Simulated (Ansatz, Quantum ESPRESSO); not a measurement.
# PrHg (Pm-3m): zone-centre phonons

Wanted: the vibrations of PrHg (Pm-3m) at Γ, by two programs.

Method: DFT PBEsol, scalar-relativistic, plane waves, PseudoDojo norm-conserving, 4f in core pseudopotentials, in Quantum ESPRESSO 7.5.

**1. The structure**

Symmetry: Pm-3m, No. 221, cubic system. The conventional cell has a = 3.799 Å, b = 3.799 Å, c = 3.799 Å, α = 90.00°, β = 90.00°, γ = 90.00°. Pr has 8 Hg at 3.29 Å nearest. Nearest to Hg lie 8 Pr at 3.29 Å. Farther neighbours are not listed.

Coordinates:

```
Pr Hg
1.0
     3.79900    0.00000    0.00000
     0.00000    3.79900    0.00000
     0.00000    0.00000    3.79900
Pr Hg
1 1
Direct
  0.50000 0.50000 0.50000
  0.00000 0.00000 0.00000
```

**2. A first look**

A cheap run with smearing and empty bands tells whether the crystal has a gap, which decides between fixed occupations and smearing later on.

File probe.in:

```
&control
   calculation = 'scf'
   prefix = 'x'
   outdir = './tmp'
   pseudo_dir = './pseudo'
   tprnfor = .true.
   tstress = .true.
   verbosity = 'high'
/
&system
   ibrav = 1
   celldm(1) = 7.17906955
   nat = 2
   ntyp = 2
   ecutwfc = 58.0
   input_dft = 'pbesol'
   occupations = 'smearing'
   smearing = 'gaussian'
   degauss = 0.01
/
&electrons
   conv_thr = 1.0d-07
   mixing_beta = 0.7
   electron_maxstep = 100
/
ATOMIC_SPECIES
 Pr    140.9077  Pr.upf
 Hg    200.5920  Hg.upf
ATOMIC_POSITIONS crystal
 Pr     0.500000000   0.500000000   0.500000000
 Hg     0.000000000   0.000000000   0.000000000
K_POINTS automatic
 6 6 6 0 0 0
```

Launch:

```sh
> OMP_NUM_THREADS=1 mpirun -n 4 pw.x -nk 4 -in probe.in > probe.out
```

The log of the run:

```text
[banners, grids, parts of the stress and lines that vanish by symmetry left out]
Program PWSCF v.7.5
     IMPORTANT: XC functional enforced from input :
     Exchange-correlation= PBESOL
                           (   1   4  10   8   0   0   0)
[...]
kinetic-energy cutoff     =      58.0000  Ry
     charge density cutoff     =     232.0000  Ry
     scf convergence threshold =      1.0E-07
[...]
Exchange-correlation= PBESOL
                           (   1   4  10   8   0   0   0)
[...]
48 Sym. Ops., with inversion, found
[...]
(     0          1          0      )
                  (     0          0          1      )
[...]
(  0.0000000  1.0000000  0.0000000 )
                  (  0.0000000  0.0000000  1.0000000 )
[...]
(     0         -1          0      )
[...]
(  0.0000000 -1.0000000  0.0000000 )
[...]
(     0          0          1      )
                  (     1          0          0      )
[...]
( -1.0000000  0.0000000  0.0000000 )
                  (  0.0000000  1.0000000  0.0000000 )
[...]
number of k points=    20  Gaussian smearing, width (Ry)=  0.0100
[...]
End of self-consistent calculation
[...]
the Fermi energy is    13.8481 ev
!    total energy              =    -406.74306167 Ry
[...]
convergence has been achieved in   7 iterations
[...]
atom    1 type  1   force =     0.00000000    0.00000000    0.00000000
     atom    2 type  2   force =     0.00000000    0.00000000    0.00000000
[...]
Total force =     0.000000     Total SCF correction =     0.000000
[...]
total   stress  (Ry/bohr**3)                   (kbar)     P=      -10.77
[...]
XML data file, charge density, pseudopotentials, collected wavefunctions

   JOB DONE.
```

Run time: 3.9 s. Hardware: 4 MPI ranks of Arm Neoverse V2, shared host; 15 s of CPU time.

Read from the output:

```yaml
volume_per_atom: 27.41 Å³
pressure: -1.077 GPa
gap_on_the_k_mesh: 0 eV
```

No gap opens on this mesh, so smearing is kept; the start stands at -1.1 GPa.

**3. Relaxation**

The harmonic expansion starts where the forces on the atoms vanish, and stress shifts the frequencies, so cell and atoms are relaxed with tight thresholds.

File relax.in:

```
&control
   calculation = 'vc-relax'
   prefix = 'x'
   outdir = './tmp'
   pseudo_dir = './pseudo'
   tprnfor = .true.
   tstress = .true.
   forc_conv_thr = 2.0d-05
   etot_conv_thr = 1.0d-07
   nstep = 40
/
&system
   ibrav = 1
   celldm(1) = 7.17906955
   nat = 2
   ntyp = 2
   ecutwfc = 58.0
   input_dft = 'pbesol'
   occupations = 'smearing'
   smearing = 'mv'
   degauss = 0.02
/
&electrons
   conv_thr = 1.0d-11
   mixing_beta = 0.7
   electron_maxstep = 100
/
&ions
/
&cell
   press_conv_thr = 0.1
/
ATOMIC_SPECIES
 Pr    140.9077  Pr.upf
 Hg    200.5920  Hg.upf
ATOMIC_POSITIONS crystal
 Pr     0.500000000   0.500000000   0.500000000
 Hg     0.000000000   0.000000000   0.000000000
K_POINTS automatic
 8 8 8 0 0 0
```

Launch:

```sh
> OMP_NUM_THREADS=1 mpirun -n 4 pw.x -nk 4 -in relax.in > relax.out
```

The log of the run:

```text
[banners, grids, parts of the stress and lines that vanish by symmetry left out]
[banner, memory and clock lines left out]
Program PWSCF v.7.5

[...]
Exchange-correlation= PBESOL
                           (   1   4  10   8   0   0   0)
[...]
kinetic-energy cutoff     =      58.0000  Ry
     charge density cutoff     =     232.0000  Ry
     scf convergence threshold =      1.0E-11
[...]
energy convergence thresh.=      1.0E-07
     force convergence thresh. =      2.0E-05
     press convergence thresh. =      1.0E-01
     Exchange-correlation= PBESOL
                           (   1   4  10   8   0   0   0)
[...]
48 Sym. Ops., with inversion, found
[...]
number of k points=    35  Marzari-Vanderbilt smearing, width (Ry)=  0.0200
[...]
End of self-consistent calculation
[...]
the Fermi energy is    13.8309 ev
!    total energy              =    -406.74206099 Ry
[...]
convergence has been achieved in   9 iterations
[...]
atom    1 type  1   force =     0.00000000    0.00000000    0.00000000
     atom    2 type  2   force =     0.00000000    0.00000000    0.00000000
     Total force =     0.000000     Total SCF correction =     0.000000
[...]
total   stress  (Ry/bohr**3)                   (kbar)     P=       -7.97
[...]
number of bfgs steps    =   0
[...]
CELL_PARAMETERS (alat=  7.17906955)
[...]
ATOMIC_POSITIONS (crystal)
Pr               0.5000000000        0.5000000000        0.5000000000
Hg               0.0000000000        0.0000000000        0.0000000000
[...]
New effective cutoffs (rho, wfc):  231.96   58.16
[...]
End of self-consistent calculation
[...]
the Fermi energy is    13.8980 ev
!    total energy              =    -406.74212880 Ry
[...]
convergence has been achieved in   6 iterations
[...]
atom    1 type  1   force =     0.00000000    0.00000000    0.00000000
     atom    2 type  2   force =     0.00000000    0.00000000    0.00000000
     Total force =     0.000000     Total SCF correction =     0.000000
[...]
total   stress  (Ry/bohr**3)                   (kbar)     P=       -5.29
[...]
number of bfgs steps    =   1
[...]
CELL_PARAMETERS (alat=  7.17906955)
[...]
ATOMIC_POSITIONS (crystal)
Pr               0.5000000000        0.5000000000        0.5000000000
Hg               0.0000000000        0.0000000000        0.0000000000
[...]
New effective cutoffs (rho, wfc):  232.90   58.39
[...]
End of self-consistent calculation
[...]
the Fermi energy is    13.9992 ev
!    total energy              =    -406.74217838 Ry
[...]
convergence has been achieved in   8 iterations
[...]
atom    1 type  1   force =     0.00000000    0.00000000    0.00000000
     atom    2 type  2   force =     0.00000000    0.00000000    0.00000000
     Total force =     0.000000     Total SCF correction =     0.000000
[...]
total   stress  (Ry/bohr**3)                   (kbar)     P=       -1.18
[...]
number of bfgs steps    =   2
[...]
CELL_PARAMETERS (alat=  7.17906955)
[...]
ATOMIC_POSITIONS (crystal)
[...]
New effective cutoffs (rho, wfc):  233.18   58.46
[...]
End of self-consistent calculation
[...]
the Fermi energy is    14.0283 ev
!    total energy              =    -406.74218093 Ry
[...]
convergence has been achieved in   7 iterations
[...]
atom    1 type  1   force =     0.00000000    0.00000000    0.00000000
     atom    2 type  2   force =     0.00000000    0.00000000    0.00000000
     Total force =     0.000000     Total SCF correction =     0.000000
[...]
total   stress  (Ry/bohr**3)                   (kbar)     P=        0.01
[...]
number of bfgs steps    =   3
[...]
small trust_radius: resetting bfgs history
[...]
CELL_PARAMETERS (alat=  7.17906955)
[...]
ATOMIC_POSITIONS (crystal)
[...]
New effective cutoffs (rho, wfc):  233.18   58.46
[...]
End of self-consistent calculation
[...]
the Fermi energy is    14.0282 ev
!    total energy              =    -406.74218093 Ry
[...]
convergence has been achieved in   3 iterations
[...]
atom    1 type  1   force =     0.00000000    0.00000000    0.00000000
     atom    2 type  2   force =     0.00000000    0.00000000    0.00000000
     Total force =     0.000000     Total SCF correction =     0.000000
[...]
total   stress  (Ry/bohr**3)                   (kbar)     P=        0.01
[...]
bfgs converged in   5 scf cycles and   4 bfgs steps
[...]
End of BFGS Geometry Optimization
     Final enthalpy           =    -406.7421809330 Ry
     File ./tmp/x.bfgs deleted, as requested
[...]
CELL_PARAMETERS (alat=  7.17906955)
[...]
ATOMIC_POSITIONS (crystal)
Pr               0.5000000000        0.5000000000        0.5000000000
Hg               0.0000000000        0.0000000000        0.0000000000
[...]
Final scf calculation at the relaxed structure.
[...]
kinetic-energy cutoff     =      58.0000  Ry
     charge density cutoff     =     232.0000  Ry
     scf convergence threshold =      1.0E-13
[...]
press convergence thresh. =      1.0E-01
     Exchange-correlation= PBESOL
                           (   1   4  10   8   0   0   0)
[...]
48 Sym. Ops., with inversion, found
[...]
number of k points=    35  Marzari-Vanderbilt smearing, width (Ry)=  0.0200
[...]
End of self-consistent calculation
[...]
the Fermi energy is    14.0282 ev
!    total energy              =    -406.74208550 Ry
[...]
convergence has been achieved in  11 iterations
[...]
atom    1 type  1   force =     0.00000000    0.00000000    0.00000000
     atom    2 type  2   force =     0.00000000    0.00000000    0.00000000
     Total force =     0.000000     Total SCF correction =     0.000000
[...]
total   stress  (Ry/bohr**3)                   (kbar)     P=       -0.44
[...]
XML data file, charge density, pseudopotentials, collected wavefunctions
```

Elapsed: 34 s, on 4 MPI ranks; 2.3 min of CPU time.

Step by step:

| step | energy less that of the first step (eV) | largest force (eV/Å) | pressure (GPa) | volume (Å³) |
| --- | --- | --- | --- | --- |
| 1 | 0.0000 | 0.0000 | -0.80 | 54.83 |
| 2 | -0.0009 | 0.0000 | -0.53 | 54.61 |
| 3 | -0.0016 | 0.0000 | -0.12 | 54.27 |
| 4 | -0.0016 | 0.0000 | 0.00 | 54.18 |
| 5 | -0.0016 | 0.0000 | 0.00 | 54.18 |
| 6 | -0.0003 | 0.0000 | -0.04 | 54.18 |

| conventional cell, symmetrised | before | after | change |
| --- | --- | --- | --- |
| a (Å) | 3.799 | 3.784 | -0.4 % |
| b (Å) | 3.799 | 3.784 | -0.4 % |
| c (Å) | 3.799 | 3.784 | -0.4 % |
| volume (Å³/atom) | 27.41 | 27.09 | -1.2 % |

The relaxed structure:

```xyz
2
Lattice="3.7839 0.0000 0.0000 0.0000 3.7839 0.0000 0.0000 0.0000 3.7839" Properties=species:S:1:pos:R:3 pbc="T T T"
Pr    1.8920    1.8920    1.8920
Hg    0.0000    0.0000    0.0000
```

The last row of the table of steps is pw.x's closing run on a basis chosen anew for the final cell, so its energy can jump.

Read from the output:

```
volume per atom : 27.09 Å³
pressure        : -0.04400 GPa
```

The volume changes by -1.2 % from the cell with which this run began.

**4. Self-consistent run for the response**

Perturbation theory inherits every error of the wavefunctions, so the threshold is set near the limit of the arithmetic. Smearing stays on, as the first look found no gap above 0.3 eV.

File scf.in:

```
&control
   calculation = 'scf'
   prefix = 'x'
   outdir = './tmp'
   pseudo_dir = './pseudo'
   tprnfor = .true.
   tstress = .true.
/
&system
   ibrav = 1
   celldm(1) = 7.15058704
   nat = 2
   ntyp = 2
   ecutwfc = 58.0
   input_dft = 'pbesol'
   occupations = 'smearing'
   smearing = 'mv'
   degauss = 0.02
/
&electrons
   conv_thr = 1.0d-12
   mixing_beta = 0.7
   electron_maxstep = 100
/
ATOMIC_SPECIES
 Pr    140.9077  Pr.upf
 Hg    200.5920  Hg.upf
ATOMIC_POSITIONS crystal
 Pr     0.500000000   0.500000000   0.500000000
 Hg     0.000000000   0.000000000   0.000000000
K_POINTS automatic
 8 8 8 0 0 0
```

Launch:

```sh
> OMP_NUM_THREADS=1 mpirun -n 4 pw.x -nk 4 -in scf.in > scf.out
```

The log of the run:

```text
[banners, grids, parts of the stress and lines that vanish by symmetry left out]
[banner, memory and clock lines left out]
Program PWSCF v.7.5

[...]
Exchange-correlation= PBESOL
                           (   1   4  10   8   0   0   0)
[...]
kinetic-energy cutoff     =      58.0000  Ry
     charge density cutoff     =     232.0000  Ry
     scf convergence threshold =      1.0E-12
[...]
Exchange-correlation= PBESOL
                           (   1   4  10   8   0   0   0)
[...]
48 Sym. Ops., with inversion, found
[...]
number of k points=    35  Marzari-Vanderbilt smearing, width (Ry)=  0.0200
[...]
End of self-consistent calculation
[...]
the Fermi energy is    14.0282 ev
!    total energy              =    -406.74208550 Ry
[...]
convergence has been achieved in   9 iterations
[...]
atom    1 type  1   force =     0.00000000    0.00000000    0.00000000
     atom    2 type  2   force =     0.00000000    0.00000000    0.00000000
     Total force =     0.000000     Total SCF correction =     0.000000
[...]
total   stress  (Ry/bohr**3)                   (kbar)     P=       -0.43
[...]
XML data file, charge density, pseudopotentials, collected wavefunctions
```

It took 7.5 s on 4 MPI ranks.

Numbers from this step:

| Item | Value |
| --- | --- |
| pressure | -0.04300 GPa |

The cell stands at -0.043 GPa, close enough for phonons.

**5. Zone-centre response**

At q = 0 one unit cell holds all displacements; symmetry groups them into irreducible representations that are solved one by one. With smeared occupations no response to a homogeneous field can be asked.

File ph.in:

```
phonons
&inputph
   prefix = 'x'
   outdir = './tmp'
   fildyn = 'g.dyn'
   tr2_ph = 1.0d-18
   alpha_mix(1) = 0.4
   nmix_ph = 8
/
0.000000000 0.000000000 0.000000000
```

Launch:

```sh
> OMP_NUM_THREADS=1 mpirun -n 4 ph.x -nk 4 -in ph.in > ph.out
```

The log of the run:

```text
[banners, grids, parts of the stress and lines that vanish by symmetry left out]
[banner, memory and clock lines left out]
Program PHONON v.7.5

     ./tmp/x.save/

     IMPORTANT: XC functional enforced from input :
     Exchange-correlation= PBESOL
                           (   1   4  10   8   0   0   0)
     Any further DFT definition will be discarded
     Please, verify this is what you really want

     G-vector sticks info

     Reading collected, re-writing distributed wavefunctions in ./tmp/

     Number and degeneracy of irreps per q-point
       N         xq(1)         xq(2)         xq(3)   N irreps
       1   0.000000000   0.000000000   0.000000000       2
        3   3

     Calculation of q =    0.0000000   0.0000000   0.0000000

     phonons

     bravais-lattice index     =            1
     lattice parameter (alat)  =       7.1506  a.u.
     unit-cell volume          =     365.6159 (a.u.)^3
     number of atoms/cell      =            2
     number of atomic types    =            2
     kinetic-energy cut-off    =      58.0000  Ry
     charge density cut-off    =     232.0000  Ry
     convergence threshold     =      1.0E-18
     beta                      =       0.4000
     number of iterations used =            8
     Exchange-correlation= PBESOL
                           (   1   4  10   8   0   0   0)

     celldm(1)=    7.15059  celldm(2)=    0.00000  celldm(3)=    0.00000
     celldm(4)=    0.00000  celldm(5)=    0.00000  celldm(6)=    0.00000

     crystal axes: (cart. coord. in units of alat)
               a(1) = (  1.0000  0.0000  0.0000 )
               a(2) = (  0.0000  1.0000  0.0000 )
               a(3) = (  0.0000  0.0000  1.0000 )

     reciprocal axes: (cart. coord. in units 2 pi/alat)
               b(1) = (  1.0000  0.0000  0.0000 )
               b(2) = (  0.0000  1.0000  0.0000 )
               b(3) = (  0.0000  0.0000  1.0000 )

     Atoms inside the unit cell:

     Cartesian axes

     site n.  atom      mass           positions (alat units)
        1  Pr    140.9077   tau(    1) = (    0.50000    0.50000    0.50000  )
        2  Hg    200.5920   tau(    2) = (    0.00000    0.00000    0.00000  )

     Computing dynamical matrix for
                    q = (   0.0000000   0.0000000   0.0000000 )

     49 Sym.Ops. (with q -> -q+G )

     G cutoff =  300.4773  (  21879 G-vectors)     FFT grid: ( 36, 36, 36)

     number of k points=    35  Marzari-Vanderbilt smearing, width (Ry)=  0.0200
                       cart. coord. in units 2pi/alat
        k(    1) = (   0.0000000   0.0000000   0.0000000), wk =   0.0039062
        k(    2) = (   0.0000000   0.0000000   0.1250000), wk =   0.0234375
        k(    3) = (   0.0000000   0.0000000   0.2500000), wk =   0.0234375
        [... further k-points left out ...]

     PseudoPot. # 1 for Pr read from file:
     ./pseudo/Pr.upf
     Pseudo is Norm-conserving + core correction, Zval = 11.0
     Using radial grid of 1772 points,  7 beta functions with:
                l(1) =   0
                l(2) =   0
                l(3) =   1
                l(4) =   1
                l(5) =   2
                l(6) =   2
                l(7) =   3

     PseudoPot. # 2 for Hg read from file:
     ./pseudo/Hg.upf
     Pseudo is Norm-conserving + core correction, Zval = 20.0
     Using radial grid of 1246 points,  7 beta functions with:
                l(1) =   0
                l(2) =   0
                l(3) =   1
                l(4) =   1
                l(5) =   2
                l(6) =   2
                l(7) =   3

     Mode symmetry, O_h (m-3m)  point group:

     Atomic displacements:
     There are    2 irreducible representations

     Representation     1      3 modes -  To be done

     Representation     2      3 modes -  To be done

     Alpha used in Ewald sum =   2.2000

     Representation #   1 modes #   1   2   3

     Self-consistent Calculation
      thresh= 1.000E-02 alpha_mix =  0.400 |ddv_scf|^2 =  1.532E-05
      thresh= 3.914E-04 alpha_mix =  0.400 |ddv_scf|^2 =  1.051E-07
      thresh= 3.242E-05 alpha_mix =  0.400 |ddv_scf|^2 =  1.377E-08
      thresh= 1.173E-05 alpha_mix =  0.400 |ddv_scf|^2 =  6.549E-10
      thresh= 2.559E-06 alpha_mix =  0.400 |ddv_scf|^2 =  5.735E-12
      thresh= 2.395E-07 alpha_mix =  0.400 |ddv_scf|^2 =  2.699E-13
      thresh= 5.196E-08 alpha_mix =  0.400 |ddv_scf|^2 =  1.659E-14
      thresh= 1.288E-08 alpha_mix =  0.400 |ddv_scf|^2 =  2.902E-16
      thresh= 1.704E-09 alpha_mix =  0.400 |ddv_scf|^2 =  4.842E-18
      thresh= 2.200E-10 alpha_mix =  0.400 |ddv_scf|^2 =  2.469E-19

     End of self-consistent calculation

     Convergence has been achieved

     Representation #   2 modes #   4   5   6

     Self-consistent Calculation
      thresh= 1.000E-02 alpha_mix =  0.400 |ddv_scf|^2 =  8.829E-07
      thresh= 9.396E-05 alpha_mix =  0.400 |ddv_scf|^2 =  2.761E-08
      thresh= 1.662E-05 alpha_mix =  0.400 |ddv_scf|^2 =  2.496E-09
      thresh= 4.996E-06 alpha_mix =  0.400 |ddv_scf|^2 =  1.821E-10
      thresh= 1.349E-06 alpha_mix =  0.400 |ddv_scf|^2 =  1.687E-12
      thresh= 1.299E-07 alpha_mix =  0.400 |ddv_scf|^2 =  3.626E-14
      thresh= 1.904E-08 alpha_mix =  0.400 |ddv_scf|^2 =  4.065E-15
      thresh= 6.376E-09 alpha_mix =  0.400 |ddv_scf|^2 =  6.288E-17
      thresh= 7.929E-10 alpha_mix =  0.400 |ddv_scf|^2 =  7.507E-19

     End of self-consistent calculation

     Convergence has been achieved

     Number of q in the star =    1
     List of q in the star:
          1   0.000000000   0.000000000   0.000000000

     Diagonalizing the dynamical matrix

     q = (    0.000000000   0.000000000   0.000000000 )

 **************************************************************************
     freq (    1) =      -0.232178 [THz] =      -7.744631 [cm-1]
     freq (    2) =      -0.232178 [THz] =      -7.744631 [cm-1]
     freq (    3) =      -0.232178 [THz] =      -7.744631 [cm-1]
     freq (    4) =       2.515456 [THz] =      83.906580 [cm-1]
     freq (    5) =       2.515456 [THz] =      83.906580 [cm-1]
     freq (    6) =       2.515456 [THz] =      83.906580 [cm-1]
 **************************************************************************

     Mode symmetry, O_h (m-3m)  point group:

     freq (   1-   3) =         -7.7  [cm-1]   --> T_1u G_15  G_4- I
     freq (   4-   6) =         83.9  [cm-1]   --> T_1u G_15  G_4- I
```

Run time: 2.1 min. Hardware: 4 MPI ranks.

Read from the output:

- largest acoustic frequency at the zone centre before the sum rule: -7.74 cm⁻¹
- highest optical zone-centre mode (no LO-TO term): 83.91 cm⁻¹
- lowest optical zone-centre mode: 83.91 cm⁻¹

The acoustic modes at Γ come out as far as 7.7 cm⁻¹ from zero, where they should vanish, a small numerical error.

(Continued in part 2 of 2.)

[Host names and launcher messages were left out of these logs when they were recorded.]

[Logs are printed without paths, hosts, clocks, repeated set-up lines and the standing remarks that a program may print on its own settings, such as how far it seeks lower states.]

[Hosts, paths, dates, database ids (printed as entryN), source tags and the programs' standing remarks are cut or masked in the printed files.]
